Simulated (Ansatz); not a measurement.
Rows from a G0W0 calculation on WSi2N4/WSi2N4 (MoSi2N4 type bilayer) (Ansatz 0.2.0; G0W0 on PBEsol, plane waves, PAW; PAW set soft_1; 9×9×1 mesh, 247 empty bands, screening to 41 eV, PAW set soft_1 files), in eV. Spin-orbit coupling is left out.

| row | k | band | start | Σx | Σc at the solution | Vxc |
| --- | --- | --- | --- | --- | --- | --- |
| A | (0.333, 0.333, 0.000) | v2 | -5.541 | -20.702 | 1.454 | -19.660 |
| B | Γ | v2 | -5.213 | -20.592 | 1.373 | -19.571 |
| C | Γ | v1 | -5.141 | -20.755 | 1.423 | -19.699 |
| D | (0.333, 0.333, 0.000) | v1 | -5.513 | -20.793 | 1.501 | -19.705 |
| E | Γ | c1 | -2.219 | -15.197 | -3.436 | -19.993 |
| F | (0.333, 0.333, 0.000) | c1 | -3.086 | -16.719 | -2.948 | -20.908 |

Question: Work out each quasiparticle level and how far it moved.

The quasiparticle equation reads E = start + Σx + Σc(E) − Vxc.

| row | E (eV) | shift (eV) |
| --- | --- | --- |
| A | -5.130 | +0.412 |
| B | -4.861 | +0.351 |
| C | -4.774 | +0.367 |
| D | -5.100 | +0.413 |
| E | -0.859 | +1.361 |
| F | -1.845 | +1.241 |

The gap over the computed points goes from 2.05 eV to 2.93 eV.

Limits: not at the basis limit; coarse mesh for a sheet; no spin-orbit coupling.

[Runs of the session that timed out or met a known fault of the program may be left out.]

[Cells called generated may have been cut or substituted from an entry of the Crystallography Open Database or the Materials Project.]

[Hosts, paths, dates, database ids (printed as entryN), source tags and the programs' standing remarks are cut or masked in the printed files.]
